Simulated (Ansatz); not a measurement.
# Decaying states in the gap of Na3Te2PS2, part 2 of 3

Aim: relax a made-up compound, Na3Te2PS2, and see how good a tunnel barrier it would be. It is built by putting Te for part of the S in the Na3PS4 structure of space group I-43m, with the volume rescaled by atomic radii. The parent structure comes from the Materials Project.

Ansatz 0.2.0; PBE DFT, plane waves, PAW files (the session's first sound run).

So far, gap on path (eV): step 3 (band edges) 0.620.

The structure was built from a prototype and need not be the compound's stable phase.

**4. Decaying states in the gap, plane (100), k-mesh 4×4×4**

This step: PBE DFT, plane waves, PAW files; complex bands by layer matching along the plane's normal (Ansatz 0.2.0).

The same crystal is laid in a cell whose first two vectors span the (100) plane (indices of the standard conventional cell, whose axes can be ordered otherwise than in the bulk input). At fixed energy and wavevector in the plane the solver finds all kz, real and complex. A few wavevectors are listed, (0, 0) and (-0.5, -0.5) in units of the plane's reciprocal vectors; the slowest state needn't be among them.

The input, input.yaml:

```yaml
crystal:
  lattice:
    - [6.426943251, 0.0, 0.0]
    - [-1.65876945, 6.209193464, 0.0]
    - [2.384086901, 3.104596732, 5.470876367]
  atoms:
    - { symbol: Na, position: [0.0668120541, 0.5668120541, 0.5] }
    - { symbol: Na, position: [0.5668120541, 0.0668120541, 0.5] }
    - { symbol: Na, position: [0.4541128526, 0.4541128526, 0.0] }
    - { symbol: P, position: [0.9985086725, 0.9985086725, 0.0] }
    - { symbol: S, position: [0.9798610497, 0.3135504157, 0.0] }
    - { symbol: Te, position: [0.9946374615, 0.9946374615, 0.6310679784] }
    - { symbol: S, position: [0.3135504157, 0.9798610497, 0.0] }
    - { symbol: Te, position: [0.6257054399, 0.6257054399, 0.3689320216] }
kpoints:
  mp_grid: { grid: [4, 4, 4] }
scf:
  occupations: { method: fixed }
hamiltonian:
  xc: pbe
output:
  eigenvalues: true
  transmission:
    leads: [[0, 0]]
    kpoints: [[0.0, 0.0], [-0.5, -0.5]]
    e_range: [-1.0, 1.62]
    de: 0.07
```

On the command line:

```console
ansatz run input.yaml --threads 2 --pin off --max-ram 4096MiB --backend cpu --events-out ev --progress --plain --runs-dir out
```

Numbers of over 12 decimals in the logs are rounded to 6 here.

Log:

```text
[...]
Crystal: 8 atoms, lattice volume = 218.322 Å³
Basis set: ecut = 420 eV, 4267 PW (Γ)
Bands: 46, of which v1, the nominal top of the filled ones, is band 38 counted from 1 (37 counted from 0)
Symmetry: 4 space group operations
[...]
k-points: 18 of 64 (time reversal used)
[...]
SCF iter   1: F=—  HF=-20984.438918 eV  |F-HF|=—  |Δ(HF+E_count)|=         —  Δρ=1.17e-3  dr2=5.46e-3  ethr=1.77e-3  ⟨swp⟩=5.1  Hψ=2825  notcnv=0  defer=100
[...]
SCF iter   7: F=-20984.434139 eV  HF=-20984.434139 eV  |F-HF|=1.22e-8  |Δ(HF+E_count)|=   7.06e-8  Δρ=2.68e-6  dr2=1.97e-8  ethr=1.32e-10  ⟨swp⟩=13.4  Hψ=3596  notcnv=0
SCF 1 converged in 7 iterations: F = -20984.434139 eV  dr2 = 1.97e-8
[...]
transmission: 8 of 16 steps passed
transmission: 16 of 16 steps passed
SCF converged after 7 iterations
Free energy (F): -20984.434139 eV
[...]
Internal energy: -20984.434139 eV  (E = F + TS)
E sigma→0 (E₀):  -20984.434139 eV
Fermi energy:    4.783723 eV
[...]
--- Band table (eV; the first three rows and the last of 18) ---
  k-point 0: bands = [... 34 lower, 3.2231, 3.5543, 3.8582, 3.9157, 6.4349, 7.4703, 7.7304, 8.4208, ... 4 higher]
  k-point 1: bands = [... 34 lower, 3.1261, 3.3989, 3.6967, 4.1416, 6.4685, 7.3657, 7.5775, 8.3768, ... 4 higher]
  k-point 2: bands = [... 34 lower, 2.7839, 3.6817, 3.7423, 4.4688, 6.0201, 7.1328, 7.9875, 8.3227, ... 4 higher]
  k-point 17: bands = [... 34 lower, 2.6487, 4.1998, 4.2365, 4.7837, 5.4038, 7.5699, 8.0337, 8.0363, ... 4 higher]
--- Transmission ---
  basis      : 349 plane waves across, 8 finite elements along
  points     : 2, as listed
  energies   : 38 from -1.000000 to 1.590000 eV about the Fermi level, 0.070000 eV apart; the leads are filled to 0.310043 eV, and channels, transmission and decay are at 0.330000 eV
  crystal 0  : S2Na3P1Te2, at the sites [0, 0], period 5.4709 Å: whole cells are its period
    offset         : up to 0.0000 Å between an atom of the period and one for which it stands
    channels       : 0.000000e0 a spin
    conductance    : none, the energies end too early or step too widely for 300 K: set another output.transmission.e_range or a lower de, or, where they end at an eighth of basis.ecutwfc, a higher one
    slowest decay  : 0.1759 /Å at (-0.5000, -0.5000)
```

Run time: 63 s. Hardware: 2 threads of Intel Xeon Platinum 8488C (Sapphire Rapids), shared host; peak memory 1.2 GiB.

This step gave:

```
free energy                                               : -20984.4341 eV
level to which the leads are filled                       : 0.3100 eV from the Fermi level
decay constant at the filling level, zone centre          : 0.1937 Å⁻¹
decay constant at the filling level, slowest listed point : 0.1759 Å⁻¹
```

K parallel (0, 0); values up to 1.5 1/Å, a degenerate pair printed once or twice; energies at which all values exceed this have no row. The Im kz of the slowest decaying states by energy, zero at the highest filled level on the SCF mesh:

```tsv
energy (eV)	decay 1 (Å⁻¹)	decay 2 (Å⁻¹)	decay 3 (Å⁻¹)	decay 4 (Å⁻¹)
-1.00	0.0790	0.197	0.258	0.523
-0.93	0.0439	0.165	0.354	0.548
-0.79	0.0704	0.248	0.528	0.561
-0.72	0.0946	0.277	0.534	0.556
-0.58	0.127	0.321	0.542	0.546
-0.51	0.138	0.339	0.540	0.545
-0.37	0.157	0.370	0.528	0.548
-0.30	0.0545	0.164	0.383	0.522
-0.16	0.169	0.176	0.407	0.509
-0.09	0.180	0.200	0.418	0.503
-0.02	0.184	0.225	0.428	0.497
0.05	0.187	0.245	0.438	0.491
0.12	0.190	0.262	0.448	0.485
0.26	0.193	0.287	0.467	0.478
0.33	0.194	0.295	0.478	0.478
0.47	0.194	0.299	0.493	0.505
0.54	0.193	0.296	0.500	0.514
0.68	0.189	0.279	0.467	0.480
0.75	0.187	0.265	0.454	0.472
0.89	0.179	0.229	0.436	0.461
0.96	0.175	0.207	0.429	0.456
1.10	0.147	0.163	0.415	0.449
1.17	0.103	0.156	0.409	0.445
1.31	0.137	0.396	0.438	0.544
1.38	0.125	0.389	0.434	0.538
1.52	0.0919	0.375	0.427	0.526
1.59	0.0646	0.367	0.423	0.520
```

K parallel (-0.5, -0.5); values up to 1.5 1/Å, a degenerate pair printed once or twice; energies at which all values exceed this have no row. Table of Im kz of the slowest decaying states by energy, zero at the highest filled level on the SCF mesh:

```tsv
energy (eV)	decay 1 (Å⁻¹)	decay 2 (Å⁻¹)	decay 3 (Å⁻¹)	decay 4 (Å⁻¹)
-1.00	0.122	0.190	0.576	0.702
-0.86	0.132	0.183	0.613	0.659
-0.72	0.224	0.582	0.619	0.722
-0.58	0.0154	0.257	0.515	0.614
-0.51	0.0889	0.272	0.486	0.609
-0.37	0.229	0.298	0.436	0.595
-0.23	0.272	0.323	0.333	0.392
-0.09	0.284	0.347	0.352	0.427
-0.02	0.293	0.333	0.359	0.462
0.05	0.0803	0.302	0.314	0.372
0.19	0.150	0.276	0.317	0.407
0.26	0.169	0.260	0.325	0.447
0.40	0.167	0.249	0.337	0.443
0.54	0.107	0.268	0.347	0.438
0.68	0.290	0.355	0.431	0.613
0.82	0.311	0.362	0.424	0.596
0.96	0.328	0.367	0.415	0.579
1.10	0.344	0.370	0.406	0.562
1.17	0.351	0.371	0.400	0.554
1.31	0.363	0.372	0.389	0.537
1.45	0.372	0.373	0.376	0.520
1.59	0.361	0.371	0.382	0.503
```

K parallel (-0.5, -0.5). Re kz of states that move upwards against energy, zero at the highest filled level on the SCF mesh:

```tsv
energy (eV)	channel 1 (Å⁻¹)	channel 2 (Å⁻¹)	channel 3 (Å⁻¹)
-1.00	-0.454	-0.289	-
-0.93	-0.423	-0.251	-
-0.86	-0.398	-0.213	-
-0.79	-0.374	-0.175	-
-0.72	-0.423	-0.351	-0.133
-0.65	-0.336	-0.329	-0.0838
-0.58	-0.306	-0.239	-
-0.51	-0.283	-	-
-0.44	-0.260	-	-
-0.37	-0.236	-	-
-0.30	-0.210	-	-
-0.23	-0.181	-	-
-0.16	-0.149	-	-
-0.09	-0.111	-	-
-0.02	-0.0515	-	-
0.05	-	-	-
0.12	-	-	-
0.19	-	-	-
0.26	-	-	-
0.33	-	-	-
0.40	-	-	-
0.47	-	-	-
0.54	-	-	-
0.61	-	-	-
0.68	0.0943	-	-
0.75	0.140	-	-
0.82	0.174	-	-
0.89	0.204	-	-
0.96	0.230	-	-
1.03	0.255	-	-
1.10	0.278	-	-
1.17	0.300	-	-
1.24	0.321	-	-
1.31	0.343	-	-
1.38	0.364	-	-
1.45	0.387	-	-
1.52	0.410	-	-
1.59	0.435	-	-
```

At the listed wavevectors the last open channel is at -0.02 eV and the next at +0.68 eV on the grid. At +0.33 eV, the grid energy nearest the filling level (the middle of the gap on the SCF mesh), the slowest state at the listed wavevectors decays with κ = 0.176 Å⁻¹, its amplitude falling by e over 5.7 Å. Through 1 nm of this crystal that state's transmission falls by exp(−2 × 0.176 Å⁻¹ × 10 Å) = 0.030.

**5. Decay over the two-dimensional zone**

The listed points could miss the slowest state, so one energy near mid-gap is solved on a mesh of 8×8.

input.yaml, as its differences from that of step 4:

```diff
@@ -22,6 +22,2 @@
   eigenvalues: true
-  transmission:
-    leads: [[0, 0]]
-    kpoints: [[0.0, 0.0], [-0.5, -0.5]]
-    e_range: [-1.0, 1.62]
-    de: 0.07
+  transmission: { leads: [[0, 0]], kmesh: [8, 8], e_range: [0.31, 0.32], de: 0.05 }
```

Log:

```text
[...]
Crystal: 8 atoms, lattice volume = 218.322 Å³
Basis set: ecut = 420 eV, 4267 PW (Γ)
Bands: 46, of which v1, the nominal top of the filled ones, is band 38 counted from 1 (37 counted from 0)
Symmetry: 4 space group operations
[...]
k-points: 18 of 64 (time reversal used)
[...]
SCF iter   1: F=—  HF=-20984.438918 eV  |F-HF|=—  |Δ(HF+E_count)|=         —  Δρ=1.17e-3  dr2=5.46e-3  ethr=1.77e-3  ⟨swp⟩=5.1  Hψ=2825  notcnv=0  defer=100
[...]
SCF iter   7: F=-20984.434139 eV  HF=-20984.434139 eV  |F-HF|=1.22e-8  |Δ(HF+E_count)|=   7.06e-8  Δρ=2.68e-6  dr2=1.97e-8  ethr=1.32e-10  ⟨swp⟩=13.4  Hψ=3596  notcnv=0
SCF 1 converged in 7 iterations: F = -20984.434139 eV  dr2 = 1.97e-8
[...]
transmission: 28 of 147 steps passed
transmission: 56 of 147 steps passed
[...]
transmission: 147 of 147 steps passed
SCF converged after 7 iterations
Free energy (F): -20984.434139 eV
[...]
Internal energy: -20984.434139 eV  (E = F + TS)
E sigma→0 (E₀):  -20984.434139 eV
Fermi energy:    4.783723 eV
[...]
--- Band table (eV; the first three rows and the last of 18) ---
  k-point 0: bands = [... 34 lower, 3.2231, 3.5543, 3.8582, 3.9157, 6.4349, 7.4703, 7.7304, 8.4208, ... 4 higher]
  k-point 1: bands = [... 34 lower, 3.1261, 3.3989, 3.6967, 4.1416, 6.4685, 7.3657, 7.5775, 8.3768, ... 4 higher]
  k-point 2: bands = [... 34 lower, 2.7839, 3.6817, 3.7423, 4.4688, 6.0201, 7.1328, 7.9875, 8.3227, ... 4 higher]
  k-point 17: bands = [... 34 lower, 2.6487, 4.1998, 4.2365, 4.7837, 5.4038, 7.5699, 8.0337, 8.0363, ... 4 higher]
--- Transmission ---
  basis      : 349 plane waves across, 7 finite elements along
  points     : 21, standing for a mesh of 8 x 8
  energies   : 1 from 0.310000 to 0.310000 eV about the Fermi level; the leads are filled to 0.310043 eV, and channels, transmission and decay are at 0.310000 eV
[...]
channels       : 0.000000e0 a spin
    conductance    : none, crystal 0 has no channel at the energies, or these end too early or step too widely for 300 K: set another output.transmission.e_range or a lower de, or, where they end at an eighth of basis.ecutwfc, a higher one
    slowest decay  : 0.1753 /Å at (0.5000, 0.5000)
```

It took 62 s on 2 threads; peak memory 1.5 GiB; 2 min of CPU time.

Numbers from this step:

- least decay constant on the mesh: 0.1753 Å⁻¹

Slowest decay constant (1/Å; 0 where a channel is open) over k1 and k2. At 0.3100 eV from the Fermi level.

Ten even steps from '0' (0.175) to '9' (0.324):
```
22466885
64467898
76633788
76731376
78873366
68987644
25886642
02677762
```
Columns: k1 (b1) from -0.5 to 0.375; rows upwards: k2 (b2) from -0.5 to 0.375.

The least value on the mesh is 0.175 Å⁻¹ at +0.31 eV. At that energy the listed points give about 0.174 Å⁻¹ by interpolation, so the mesh holds no clearly slower state.

**6. Decaying states in the gap, plane (010), k-mesh 6×6×6**

The same for the (010) plane, at (0, 0) and (-0.5, -0.5), to see how the decay depends on direction.

The input, input.yaml:

```yaml
crystal:
  lattice:
    - [6.727026048, 0.0, 0.0]
    - [2.171553507, 6.366885802, 0.0]
    - [2.27773627, -3.183442901, 5.09737269]
  atoms:
    - { symbol: Na, position: [0.0668120541, 0.4331879459, 0.5] }
    - { symbol: Na, position: [0.5668120541, 0.9331879459, 0.5] }
    - { symbol: Na, position: [0.4541128526, 0.5458871474, 0.0] }
    - { symbol: P, position: [0.9985086725, 0.0014913275, 0.0] }
    - { symbol: S, position: [0.3135504157, 0.6864495843, 0.666310634] }
    - { symbol: Te, position: [0.6257054399, 0.0053625385, 0.0] }
    - { symbol: S, position: [0.9798610497, 0.0201389503, 0.333689366] }
    - { symbol: Te, position: [0.9946374615, 0.3742945601, 0.0] }
kpoints:
  mp_grid: { grid: [6, 6, 6] }
scf:
  occupations: { method: fixed }
hamiltonian:
  xc: pbe
output:
  eigenvalues: true
  transmission:
    leads: [[0, 0]]
    kpoints: [[0.0, 0.0], [-0.5, -0.5]]
    e_range: [-1.0, 1.62]
    de: 0.05
```

Log:

```text
[...]
Crystal: 8 atoms, lattice volume = 218.322 Å³
Basis set: ecut = 420 eV, 4267 PW (Γ)
Bands: 46, of which v1, the nominal top of the filled ones, is band 38 counted from 1 (37 counted from 0)
Symmetry: 4 space group operations
[...]
k-points: 46 of 216 (time reversal used)
[...]
SCF iter   1: F=—  HF=-20984.439371 eV  |F-HF|=—  |Δ(HF+E_count)|=         —  Δρ=1.17e-3  dr2=5.44e-3  ethr=1.77e-3  ⟨swp⟩=5.0  Hψ=7208  notcnv=0  defer=256
[...]
SCF iter   7: F=-20984.434359 eV  HF=-20984.434359 eV  |F-HF|=1.25e-8  |Δ(HF+E_count)|=   6.77e-8  Δρ=2.67e-6  dr2=1.97e-8  ethr=1.32e-10  ⟨swp⟩=13.8  Hψ=9129  notcnv=0
SCF 1 converged in 7 iterations: F = -20984.434359 eV  dr2 = 1.97e-8
[...]
transmission: 7 of 14 steps passed
transmission: 14 of 14 steps passed
SCF converged after 7 iterations
Free energy (F): -20984.434359 eV
[...]
Internal energy: -20984.434359 eV  (E = F + TS)
E sigma→0 (E₀):  -20984.434359 eV
Fermi energy:    4.783624 eV
[...]
--- Band table (eV; the first three rows and the last of 46) ---
  k-point 0: bands = [... 34 lower, 3.2230, 3.5542, 3.8581, 3.9156, 6.4348, 7.4702, 7.7303, 8.4207, ... 4 higher]
  k-point 1: bands = [... 34 lower, 3.2353, 3.3533, 3.8551, 3.8771, 6.6399, 7.4224, 7.8403, 8.2213, ... 4 higher]
  k-point 2: bands = [... 34 lower, 3.3793, 3.5258, 3.7636, 3.9377, 6.6265, 7.4589, 7.6125, 8.1008, ... 4 higher]
  k-point 45: bands = [... 34 lower, 2.6486, 4.1997, 4.2365, 4.7836, 5.4037, 7.5698, 8.0337, 8.0363, ... 4 higher]
--- Transmission ---
  basis      : 379 plane waves across, 7 finite elements along
  points     : 2, as listed
[...]
crystal 0  : S2Na3Te2P1, at the sites [0, 0], period 5.0974 Å: whole cells are its period
[...]
channels       : 0.000000e0 a spin
[...]
slowest decay  : 0.2101 /Å at (-0.5000, -0.5000)
```

The job ended after 1.7 min (2 threads; peak memory 1.3 GiB; 2.8 min of CPU time).

This step gave:

```yaml
free_energy: -20984.4344 eV
level_to_which_the_leads_are_filled: 0.3101 eV from the Fermi level
decay_constant_at_the_filling_level_zone_centre: 0.2215 Å⁻¹
decay_constant_at_the_filling_level_slowest_listed_point: 0.2101 Å⁻¹
```

K parallel (0, 0); values up to 1.5 1/Å, a degenerate pair printed once or twice; energies at which all values exceed this have no row. Im kz of the slowest decaying states against energy, zero at the highest filled level on the SCF mesh:

```tsv
energy (eV)	decay 1 (Å⁻¹)	decay 2 (Å⁻¹)	decay 3 (Å⁻¹)	decay 4 (Å⁻¹)
-1.000	0.104	0.123	0.152	0.403
-0.800	0.162	0.170	0.184	0.255
-0.600	0.186	0.261	0.311	0.312
-0.400	0.202	0.293	0.344	0.381
-0.200	0.212	0.306	0.365	0.434
0.000	0.219	0.319	0.380	0.481
0.200	0.221	0.329	0.390	0.527
0.400	0.221	0.336	0.395	0.564
0.600	0.216	0.340	0.397	0.558
0.800	0.208	0.342	0.395	0.535
1.000	0.195	0.341	0.390	0.505
1.200	0.175	0.338	0.381	0.478
1.400	0.142	0.333	0.368	0.451
1.600	0.0722	0.322	0.326	0.357
```

K parallel (-0.5, -0.5); values up to 1.5 1/Å, a degenerate pair printed once or twice; energies at which all values exceed this have no row. The Im kz of the slowest decaying states by energy, zero at the highest filled level on the SCF mesh:

```tsv
energy (eV)	decay 1 (Å⁻¹)	decay 2 (Å⁻¹)	decay 3 (Å⁻¹)	decay 4 (Å⁻¹)
-1.000	0.331	0.347	0.473	0.725
-0.800	0.320	0.358	0.459	0.701
-0.600	0.274	0.370	0.447	0.675
-0.400	0.166	0.172	0.245	0.377
-0.200	0.228	0.329	0.380	0.435
0.000	0.00231	0.245	0.372	0.380
0.200	0.229	0.339	0.367	0.379
0.400	0.182	0.377	0.409	0.452
0.600	0.0597	0.372	0.425	0.443
0.800	0.367	0.401	0.466	0.512
1.000	0.358	0.377	0.480	0.526
1.200	0.343	0.353	0.489	0.509
1.400	0.245	0.321	0.326	0.476
1.600	0.296	0.301	0.343	0.448
```

K parallel (-0.5, -0.5). The Re kz of states that move upwards by energy, zero at the highest filled level on the SCF mesh:

```tsv
energy (eV)	channel 1 (Å⁻¹)	channel 2 (Å⁻¹)
-1.00	0.109	0.221
-0.90	0.215	0.295
-0.75	0.349	0.391
-0.65	0.455	0.462
-0.50	-	-
-0.40	-	-
-0.25	0.170	-
-0.15	0.300	-
0.00	-	-
0.10	-	-
0.25	-	-
0.35	-	-
0.50	-	-
0.60	-	-
0.75	-0.454	-
0.85	-0.389	-
1.00	-0.296	-
1.10	-0.223	-
1.25	-	-
1.35	-	-
1.50	-	-
1.60	-	-
```

At the listed wavevectors the last open channel is at -0.05 eV and the next at +0.65 eV on the grid. At +0.30 eV, the grid energy nearest the filling level (the middle of the gap on the SCF mesh), the slowest state at the listed wavevectors decays with κ = 0.210 Å⁻¹, its amplitude falling by e over 4.8 Å; the first such run, plane (100), gave 0.176 Å⁻¹.

[end of part 2 of 3]

[Logs are printed without paths, hosts, clocks, repeated set-up lines and the standing remarks that a program may print on its own settings, such as how far it seeks lower states.]

[Hosts, paths, dates, database ids (printed as entryN), source tags and the programs' standing remarks are cut or masked in the printed files.]
